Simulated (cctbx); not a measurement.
# What is wrong with this refinement?

Cell a = 7.5250 Å, b = 17.8950 Å, c = 7.8100 Å, α = 90.00°, β = 106.24°, γ = 90.00°; space group P2_1/c (no. 14).

The data are simulated with cctbx, not measured: Mo Kα, λ = 0.71073 Å, to d = 0.65 Å, 95 % of the full sphere, strongest reflection 20000 counts, noise from counting, a 4 % proportional error and a noise floor of 4 counts (s.d.); no absorption.

An anisotropic refinement with weights 1/σ² prints:

```text
Rint 0.034, 470 unique reflections to 1.30 A
cycle     R1     wR2    GooF  max shift (A)
   1  0.0193  0.0509   1.425   0.01042
   2  0.0119  0.0312   0.873   0.00002
final R1 0.0119 wR2 0.0312 GooF 0.873  parameters 135  data/parameter 3.5
atom        x        y        z      Ueq    occ   su(xyz)  su(Uiso or U11)
Se1    0.39546  0.58550  0.40325   0.0073  1.000  0.00010  0.0006
Se2    0.82194  0.59118  0.33030   0.0110  1.000  0.00010  0.0006
Se3    0.36404  0.57664  0.85313   0.0135  1.000  0.00010  0.0006
Se4    0.62494  0.76000  0.54483   0.0126  1.000  0.00010  0.0006
K1     0.14459  0.74625  0.61975   0.0169  1.000  0.00021  0.0012
K2     0.87552  0.58806  0.86527   0.0100  1.000  0.00020  0.0012
O1     0.55680  0.58978  0.23712   0.0199  1.000  0.00061  0.0030
O2     0.82499  0.50905  0.17368   0.0183  1.000  0.00056  0.0029
O3     0.41273  0.80746  0.92022   0.0255  1.000  0.00057  0.0033
O4     0.61347  0.94159  0.09399   0.0249  1.000  0.00058  0.0035
O5     0.26028  0.58792  0.59288   0.0216  1.000  0.00058  0.0033
O6     0.87786  0.66128  0.16741   0.0183  1.000  0.00054  0.0031
O7     0.21507  0.64452  0.91654   0.0161  1.000  0.00055  0.0031
O8     0.55564  0.67773  0.85607   0.0196  1.000  0.00056  0.0031
O9     0.79119  0.70040  0.48512   0.0250  1.000  0.00056  0.0032
difference map: max 0.23 min -0.22 rms 0.06
Q1    0.4148  0.1383  0.7619    4    0.24  1.23 A from O8
Q2    0.1057  0.7302  0.4089    4    0.23  1.62 A from K1
Q3    0.3850  0.0115  0.6209    4    0.22  2.18 A from Se3
Q4    0.2482  0.2121  0.6470    4    0.22  1.61 A from O8
Q5    0.2082  0.1423  0.8419    4    0.19  1.70 A from O9
Q6    0.4087  0.0074  0.1595    4    0.19  1.67 A from O1
```

**Question.** Can this result stand? If not, what is the likely fault?

Mend it. The fault: data cut at low resolution. Against the right model at the same level, R1 goes from 0.0203 to 0.0119 and GooF from 0.91 to 0.87. The atoms are right, but there are too few data for the parameters: R1 flatters and the s.u.s grow. Data per parameter fall from 28.4 to 3.5.

The compound is K2Se4O9. The right model at the same level gives:

```text
Rint 0.046, 3839 unique reflections to 0.65 A
cycle     R1     wR2    GooF  max shift (A)
   1  0.0373  0.0884   1.683   0.00352
   2  0.0203  0.0480   0.914   0.00008
final R1 0.0203 wR2 0.0480 GooF 0.914  parameters 135  data/parameter 28.4
atom        x        y        z      Ueq    occ   su(xyz)  su(Uiso or U11)
Se1    0.39551  0.58550  0.40320   0.0065  1.000  0.00003  0.0001
Se2    0.82194  0.59129  0.33012   0.0103  1.000  0.00003  0.0001
Se3    0.36395  0.57661  0.85293   0.0125  1.000  0.00003  0.0001
Se4    0.62496  0.76001  0.54476   0.0116  1.000  0.00003  0.0001
K1     0.14521  0.74620  0.61970   0.0172  1.000  0.00007  0.0002
K2     0.87552  0.58807  0.86554   0.0095  1.000  0.00006  0.0002
O1     0.55670  0.58989  0.23724   0.0182  1.000  0.00026  0.0008
O2     0.82554  0.50912  0.17441   0.0168  1.000  0.00025  0.0007
O3     0.41336  0.80745  0.92032   0.0258  1.000  0.00030  0.0009
O4     0.61347  0.94117  0.09361   0.0235  1.000  0.00030  0.0010
O5     0.25984  0.58799  0.59389   0.0190  1.000  0.00026  0.0008
O6     0.87779  0.66089  0.16788   0.0180  1.000  0.00025  0.0008
O7     0.21554  0.64486  0.91670   0.0148  1.000  0.00024  0.0007
O8     0.55506  0.67799  0.85535   0.0181  1.000  0.00026  0.0008
O9     0.79120  0.70068  0.48527   0.0224  1.000  0.00029  0.0009
difference map: max 0.71 min -0.82 rms 0.19
Q1    0.4877  0.5462  0.4509    4    0.75  0.98 A from Se1
Q2    0.4597  0.7464  0.4906    4    0.73  1.12 A from O3
Q3    0.1456  0.6485  0.3338    4    0.72  2.08 A from O6
Q4    0.4942  0.1348  0.3828    4    0.72  1.21 A from O1
Q5    0.4207  0.5603  0.5944    4    0.72  1.31 A from O5
Q6    0.4633  0.2006  0.5329    4    0.70  1.01 A from O8
```

Isotropic U is held between 0.0001 and 1 Å² by the program, and listed peak heights are interpolated, so they can pass the grid's maximum.

This is a model crystal, built by substitution and not relaxed, with assumed displacement parameters.

[Middle refinement cycles are left out of these outputs.]

[Logs are printed without paths, hosts, clocks, repeated set-up lines and the standing remarks that a program may print on its own settings, such as how far it seeks lower states.]
